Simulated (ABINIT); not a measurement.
# SnO2 (Cassiterite): modes at Γ and the response to a field

Which modes does SnO2 (Cassiterite) have at the zone centre?

Program: ABINIT 10.8.3. Level of theory: DFT LDA, scalar-relativistic, plane waves, PseudoDojo norm-conserving pseudopotentials. Results are calculated unless marked as measured.

## (1) The starting structure

It takes space group P4_2/mnm (No. 136, tetragonal). The conventional cell has a = 4.738 Å, b = 4.738 Å, c = 3.187 Å, α = 90.00°, β = 90.00°, γ = 90.00°. Nearest to Sn lie 6 O at 2.05 to 2.06 Å. Nearest to O lie 3 Sn at 2.05 to 2.06 Å. Farther neighbours and most contacts between anions are not listed.

## (2) A probe with smearing

A first run with smearing and empty bands tells whether the crystal has a gap, which decides between fixed occupations and smearing later on.

The input, probe.abi:

```
# ground state
tolvrs 1.0d-08
prtden 1
prtwf 1

# basis, mesh and filling
ecut 36.0
ngkpt 4 4 6
nshiftk 1
shiftk 0.0 0.0 0.0
istwfk *1
occopt 7
tsmear 0.005
nband 36
nstep 100
diemac 9.0
prtebands 0
prtgsr 0
useylm 1

# cell and atoms
acell 8.953522379 8.953522379 6.021612296
rprim 
    1.0 0.0 0.0
    0.0 1.0 0.0
    0.0 0.0 1.0
ntypat 2
znucl 50 8
natom 6
typat 1 1 2 2 2 2
xred 
    0.0 0.0 0.0
    0.5 0.5 0.5
    0.3071000000 0.3071000000 0.0
    0.1929000000 0.8071000000 0.5
    0.6929000000 0.6929000000 0.0
    0.8071000000 0.1929000000 0.5
pp_dirpath "./pseudo"
pseudos "Sn.upf, O.upf"
```

Launch:

```bash
$ OMP_NUM_THREADS=1 mpirun -n 4 abinit probe.abi > probe.log
```

Numbers of over 12 decimals in the logs are rounded to 6 here.

probe.abo, the main output file:

```text
[banners, grids, parts of the stress and lines that vanish by symmetry left out]
- input  file    -> probe.abi
- output file    -> probe.abo
- root for input  files -> probei
[...]
Symmetries : space group P4_2/m n m (#136); Bravais tP (primitive tetrag.)
[...]
mpw =        5006          nfft =       90000          nkpt =          24
[...]
== DATASET  1 ==================================================================
[...]
cutoff_energies: {ecut:  36.0, pawecutdg:  -1.0, }
[...]
ETOT  1  -222.70932670448    -2.227E+02 1.402E-01 1.032E+03
 ETOT  2  -222.74462999657    -3.530E-02 3.930E-02 1.187E+03
 ETOT  3  -223.23768094906    -4.931E-01 8.671E-03 1.247E+01
 ETOT  4  -223.24265449309    -4.974E-03 5.405E-03 3.585E-01
 ETOT  5  -223.24275077546    -9.628E-05 2.105E-03 3.039E-02
 ETOT  6  -223.24276224688    -1.147E-05 2.915E-03 9.006E-05
 ETOT  7  -223.24276228160    -3.472E-08 1.543E-03 4.575E-06
 ETOT  8  -223.24276228210    -5.028E-10 1.223E-03 1.271E-07
 ETOT  9  -223.24276228213    -3.101E-11 5.220E-04 1.303E-09
 At SCF step    9       vres2   =  1.30E-09 < tolvrs=  1.00E-08 =>converged.
[...]
sigma(1 1)=  5.91849206E-05  sigma(3 2)=  0.00000000E+00
  sigma(2 2)=  5.91849206E-05  sigma(3 1)=  0.00000000E+00
  sigma(3 3)=  9.87001495E-06  sigma(2 1)=  0.00000000E+00
[...]
convergence: {deltae: -3.101E-11, res2:  1.303E-09, residm:  5.220E-04, diffor: null, }
etotal    :  -2.23242762E+02
[...]
sigma(1 1)=  5.91849206E-05  sigma(3 2)=  0.00000000E+00
  sigma(2 2)=  5.91849206E-05  sigma(3 1)=  0.00000000E+00
  sigma(3 3)=  9.87001495E-06  sigma(2 1)=  0.00000000E+00
[...]
- sigma(1 1)=  1.74128048E+00  sigma(3 2)=  0.00000000E+00
- sigma(2 2)=  1.74128048E+00  sigma(3 1)=  0.00000000E+00
- sigma(3 3)=  2.90385865E-01  sigma(2 1)=  0.00000000E+00
[...]
fcart     -0.0000000000E+00 -0.0000000000E+00 -0.0000000000E+00
           strten      5.9184920583E-05  5.9184920583E-05  9.8700149527E-06
================================================================================

[key lines of the parts left out:]
pressure_GPa:  -1.2576E+00
```

The job ended after 29 s (4 MPI ranks of AMD EPYC 9R45, shared host).

This step gave:

| Property | Result |
| --- | --- |
| volume per atom | 11.92 Å³ |
| pressure | -1.258 GPa |
| gap on the k-mesh | 1.125 eV |

A gap of 1.1 eV opens on this mesh, so the crystal is taken as an insulator; the printed pressure holds the stress of the finite basis too.

## (3) Relaxation

The harmonic expansion needs vanishing forces, and a free crystal bears no stress, so cell and atoms are brought to rest. Stress is more sensitive to the basis than forces are: the last 3 Ha under the cutoff are smoothed with ecutsm, and the cutoff is raised above that of the later runs.

The input, relax.abi:

```
# relaxation
ionmov 2
optcell 2
dilatmx 1.08
ntime 40
tolmxf 1.0d-05
tolvrs 1.0d-14
prtwf 0
prtden 0
chksymtnons 0

# basis, mesh and filling
ecut 44.0
ecutsm 3.0
ngkpt 4 4 6
nshiftk 1
shiftk 0.0 0.0 0.0
istwfk *1
occopt 1
nband 26
nstep 100
diemac 9.0
prtebands 0
prtgsr 0
useylm 1

# cell and atoms
acell 8.953522379 8.953522379 6.021612296
rprim 
    1.0 0.0 0.0
    0.0 1.0 0.0
    0.0 0.0 1.0
ntypat 2
znucl 50 8
natom 6
typat 1 1 2 2 2 2
xred 
    0.0 0.0 0.0
    0.5 0.5 0.5
    0.3071000000 0.3071000000 0.0
    0.1929000000 0.8071000000 0.5
    0.6929000000 0.6929000000 0.0
    0.8071000000 0.1929000000 0.5
pp_dirpath "./pseudo"
pseudos "Sn.upf, O.upf"
```

Launch:

```bash
$ OMP_NUM_THREADS=1 mpirun -n 4 abinit relax.abi > relax.log
```

relax.abo, the main output file:

```text
[banners, grids, parts of the stress and lines that vanish by symmetry left out]
- input  file    -> relax.abi
- output file    -> relax.abo
- root for input  files -> relaxi
[...]
Symmetries : space group P4_2/m n m (#136); Bravais tP (primitive tetrag.)
[...]
mpw =        8555          nfft =      144000          nkpt =          24
[...]
== DATASET  1 ==================================================================
[...]
cutoff_energies: {ecut:  44.0, pawecutdg:  -1.0, }
[...]
ETOT  1  -221.65760629051    -2.217E+02 2.977E-01 7.977E+02
 ETOT  2  -223.14342723072    -1.486E+00 9.866E-02 2.705E+02
 ETOT  3  -223.22689292874    -8.347E-02 2.674E-02 6.247E+01
 ETOT  4  -223.24169543699    -1.480E-02 4.073E-03 1.017E+01
 ETOT  5  -223.24409798150    -2.403E-03 4.874E-04 1.021E-01
[...]
At SCF step   22       vres2   =  3.66E-15 < tolvrs=  1.00E-14 =>converged.
[...]
sigma(1 1)=  2.25737603E-05  sigma(3 2)=  0.00000000E+00
  sigma(2 2)=  2.25737603E-05  sigma(3 1)=  0.00000000E+00
  sigma(3 3)= -2.54335090E-05  sigma(2 1)=  0.00000000E+00
[...]
convergence: {deltae: -6.935E-12, res2:  3.660E-15, residm:  1.633E-11, diffor: null, }
etotal    :  -2.23244167E+02
[...]
ETOT  1  -223.24413600605    -2.232E+02 4.322E-04 5.880E-01
[...]
At SCF step   12       vres2   =  1.47E-15 < tolvrs=  1.00E-14 =>converged.
[...]
sigma(1 1)=  1.80775714E-05  sigma(3 2)=  0.00000000E+00
  sigma(2 2)=  1.80775714E-05  sigma(3 1)=  0.00000000E+00
  sigma(3 3)= -1.73771078E-05  sigma(2 1)=  0.00000000E+00
[...]
convergence: {deltae: -3.041E-12, res2:  1.470E-15, residm:  3.952E-16, diffor: null, }
etotal    :  -2.23244217E+02
[...]
ETOT  1  -223.24353968033    -2.232E+02 1.691E-03 5.193E+00
[...]
At SCF step   13       vres2   =  2.75E-15 < tolvrs=  1.00E-14 =>converged.
[...]
sigma(1 1)=  5.69917907E-07  sigma(3 2)=  0.00000000E+00
  sigma(2 2)=  5.69917907E-07  sigma(3 1)=  0.00000000E+00
  sigma(3 3)=  1.30817823E-06  sigma(2 1)=  0.00000000E+00
[...]
convergence: {deltae: -6.253E-13, res2:  2.749E-15, residm:  5.607E-17, diffor: null, }
etotal    :  -2.23244280E+02
[...]
ETOT  1  -223.24427970368    -2.232E+02 1.367E-10 2.513E-03
[...]
At SCF step   10       vres2   =  3.18E-16 < tolvrs=  1.00E-14 =>converged.
[...]
sigma(1 1)=  2.75945789E-07  sigma(3 2)=  0.00000000E+00
  sigma(2 2)=  2.75945789E-07  sigma(3 1)=  0.00000000E+00
  sigma(3 3)=  3.29683482E-07  sigma(2 1)=  0.00000000E+00
[...]
convergence: {deltae: -7.219E-12, res2:  3.184E-16, residm:  1.951E-16, diffor: null, }
etotal    :  -2.23244280E+02
[...]
ETOT  1  -223.24427992489    -2.232E+02 2.493E-10 3.691E-04
[...]
ETOT  8  -223.24427996217     5.201E-12 1.534E-15 9.812E-14
 ETOT  9  -223.24427996217     5.286E-12 1.991E-16 3.571E-15
 At SCF step    9       vres2   =  3.57E-15 < tolvrs=  1.00E-14 =>converged.
[...]
sigma(1 1)=  4.11725377E-08  sigma(3 2)=  0.00000000E+00
  sigma(2 2)=  4.11725377E-08  sigma(3 1)=  0.00000000E+00
  sigma(3 3)= -2.22502185E-08  sigma(2 1)=  0.00000000E+00
[...]
convergence: {deltae:  5.286E-12, res2:  3.571E-15, residm:  1.991E-16, diffor: null, }
etotal    :  -2.23244280E+02
[...]
At Broyd/MD step   5, gradients are converged :
[...]
sigma(1 1)=  4.11725377E-08  sigma(3 2)=  0.00000000E+00
  sigma(2 2)=  4.11725377E-08  sigma(3 1)=  0.00000000E+00
  sigma(3 3)= -2.22502185E-08  sigma(2 1)=  0.00000000E+00
[...]
- sigma(1 1)=  1.21133788E-03  sigma(3 2)=  0.00000000E+00
- sigma(2 2)=  1.21133788E-03  sigma(3 1)=  0.00000000E+00
- sigma(3 3)= -6.54624030E-04  sigma(2 1)=  0.00000000E+00
[...]
fcart     -0.0000000000E+00 -0.0000000000E+00 -0.0000000000E+00
           strten      4.1172537702E-08  4.1172537702E-08 -2.2250218522E-08
================================================================================

[key lines of the parts left out:]
pressure_GPa:  -5.8935E-04
Total energy (etotal) [Ha]= -2.23244279962166E+02
```

The job ended after 4 min (4 MPI ranks).

The steps of the relaxation:

| step | energy less that of the first step (eV) | largest force (eV/Å) | volume (Å³) |
| --- | --- | --- | --- |
| 1 | 0.0000 | 0.1475 | 71.53 |
| 2 | -0.0014 | 0.1094 | 71.49 |
| 3 | -0.0031 | 0.0022 | 71.33 |
| 4 | -0.0031 | 0.0004 | 71.33 |
| 5 | -0.0031 | 0.0001 | 71.32 |

| conventional cell, symmetrised | before | after | change |
| --- | --- | --- | --- |
| a (Å) | 4.738 | 4.725 | -0.3 % |
| b (Å) | 4.738 | 4.725 | -0.3 % |
| c (Å) | 3.187 | 3.195 | +0.3 % |
| volume (Å³/atom) | 11.92 | 11.89 | -0.3 % |

The relaxed structure:

```xyz
6
Lattice="4.7245 0.0000 0.0000 0.0000 4.7245 0.0000 0.0000 0.0000 3.1953" Properties=species:S:1:pos:R:3 pbc="T T T"
Sn    0.0000    0.0000    0.0000
Sn    2.3623    2.3623    1.5977
O     1.4467    1.4467    0.0000
O     0.9155    3.8090    1.5977
O     3.2778    3.2778    0.0000
O     3.8090    0.9155    1.5977
```

This step gave:

| Property | Result |
| --- | --- |
| volume per atom | 11.89 Å³ |
| pressure | -5.89e-4 GPa |

The volume changes by -0.3 % in this run and stands -0.3 % from the first cell.

## (4) Ground state

The response is built on these wavefunctions, so the potential is converged far more tightly than an energy would need. The mesh is shifted off Γ, since shifted meshes converge sums over the zone faster.

The input, gs.abi:

```
# ground state
tolvrs 1.0d-16
prtden 1
prtwf 1

# basis, mesh and filling
ecut 36.0
ngkpt 4 4 8
nshiftk 1
shiftk 0.5 0.5 0.5
istwfk *1
occopt 1
nband 26
nstep 100
diemac 9.0
prtebands 0
prtgsr 0
useylm 1

# cell and atoms
acell 8.928056638 8.928056638 6.038288292
rprim 
    1.0 0.0 0.0
    0.0 1.0 0.0
    0.0 0.0 1.0
ntypat 2
znucl 50 8
natom 6
typat 1 1 2 2 2 2
xred 
    0.0 0.0 0.0
    0.5 0.5 0.5
    0.3062143909 0.3062143909 0.0
    0.1937856091 0.8062143909 0.5
    0.6937856091 0.6937856091 0.0
    0.8062143909 0.1937856091 0.5
pp_dirpath "./pseudo"
pseudos "Sn.upf, O.upf"
```

Launch:

```bash
$ OMP_NUM_THREADS=1 mpirun -n 4 abinit gs.abi > gs.log
```

gs.abo, the main output file:

```text
[banners, grids, parts of the stress and lines that vanish by symmetry left out]
- input  file    -> gs.abi
- output file    -> gs.abo
- root for input  files -> gsi
[...]
Symmetries : space group P4_2/m n m (#136); Bravais tP (primitive tetrag.)
[...]
mpw =        4994          nfft =       90000          nkpt =          12
[...]
== DATASET  1 ==================================================================
[...]
cutoff_energies: {ecut:  36.0, pawecutdg:  -1.0, }
[...]
ETOT  1  -221.69438509238    -2.217E+02 3.145E-01 5.016E+02
 ETOT  2  -223.15700376799    -1.463E+00 7.186E-02 1.625E+02
 ETOT  3  -223.22866755260    -7.166E-02 1.332E-03 3.690E+01
 ETOT  4  -223.24081453546    -1.215E-02 2.806E-04 5.819E+00
 ETOT  5  -223.24291514656    -2.101E-03 1.918E-05 3.923E-02
[...]
ETOT 18  -223.24294706543    -9.095E-13 3.005E-16 1.634E-16
 ETOT 19  -223.24294706542     1.904E-12 1.348E-17 2.209E-17
 At SCF step   19       vres2   =  2.21E-17 < tolvrs=  1.00E-16 =>converged.
[...]
sigma(1 1)=  3.58144368E-05  sigma(3 2)=  0.00000000E+00
  sigma(2 2)=  3.58144368E-05  sigma(3 1)=  0.00000000E+00
  sigma(3 3)=  3.36224572E-05  sigma(2 1)=  0.00000000E+00
[...]
convergence: {deltae:  1.904E-12, res2:  2.209E-17, residm:  1.348E-17, diffor: null, }
etotal    :  -2.23242947E+02
[...]
sigma(1 1)=  3.58144368E-05  sigma(3 2)=  0.00000000E+00
  sigma(2 2)=  3.58144368E-05  sigma(3 1)=  0.00000000E+00
  sigma(3 3)=  3.36224572E-05  sigma(2 1)=  0.00000000E+00
[...]
- sigma(1 1)=  1.05369711E+00  sigma(3 2)=  0.00000000E+00
- sigma(2 2)=  1.05369711E+00  sigma(3 1)=  0.00000000E+00
- sigma(3 3)=  9.89206842E-01  sigma(2 1)=  0.00000000E+00
[...]
fcart     -1.4117215788E-22 -0.0000000000E+00 -0.0000000000E+00
           strten      3.5814436784E-05  3.5814436784E-05  3.3622457156E-05
================================================================================

[key lines of the parts left out:]
pressure_GPa:  -1.0322E+00
```

Wall time 19 s (4 MPI ranks); 77 s of CPU time.

This step gave:

```yaml
pressure: -1.032 GPa
```

The cell stands at -1.0 GPa: the relaxation ran with a smoothed and higher cutoff and on another k mesh.

## (5) The gap at rest

Empty bands on the ground state's density check that the gap assumed so far is there in this cell.

The input, gap.abi:

```
# empty bands on the ground state's density
iscf -2
getden_filepath "gso_DEN"
tolwfr 1.0d-12
nbdbuf 2
prtwf 0

# basis, mesh and filling
ecut 36.0
ngkpt 4 4 8
nshiftk 1
shiftk 0.0 0.0 0.0
istwfk *1
occopt 1
nband 30
nstep 100
diemac 9.0
prtebands 0
prtgsr 0
useylm 1

# cell and atoms
acell 8.928056638 8.928056638 6.038288292
rprim 
    1.0 0.0 0.0
    0.0 1.0 0.0
    0.0 0.0 1.0
ntypat 2
znucl 50 8
natom 6
typat 1 1 2 2 2 2
xred 
    0.0 0.0 0.0
    0.5 0.5 0.5
    0.3062143909 0.3062143909 0.0
    0.1937856091 0.8062143909 0.5
    0.6937856091 0.6937856091 0.0
    0.8062143909 0.1937856091 0.5
pp_dirpath "./pseudo"
pseudos "Sn.upf, O.upf"
```

Launch:

```bash
$ OMP_NUM_THREADS=1 mpirun -n 4 abinit gap.abi > gap.log
```

gap.abo, the main output file:

```text
[banners, grids, parts of the stress and lines that vanish by symmetry left out]
- input  file    -> gap.abi
- output file    -> gap.abo
- root for input  files -> gapi
[...]
Symmetries : space group P4_2/m n m (#136); Bravais tP (primitive tetrag.)
[...]
mpw =        4996          nfft =       90000          nkpt =          30
[...]
== DATASET  1 ==================================================================
[...]
cutoff_energies: {ecut:  36.0, pawecutdg:  -1.0, }
[...]
-outvars: echo values of variables after computation
            acell      8.9280566380E+00  8.9280566380E+00  6.0382882920E+00 Bohr
================================================================================
```

Elapsed: 22 s, on 4 MPI ranks.

Read from the output:

| Property | Result |
| --- | --- |
| gap on the k-mesh | 1.123 eV |

In this cell the gap on the mesh is 1.1 eV, direct, so fixed occupations hold.

(Continued in part 2 of 3.)

[Host names and launcher messages were left out of these logs when they were recorded.]

[Logs are printed without paths, hosts, clocks, repeated set-up lines and the standing remarks that a program may print on its own settings, such as how far it seeks lower states.]

[Hosts, paths, dates, database ids (printed as entryN), source tags and the programs' standing remarks are cut or masked in the printed files.]
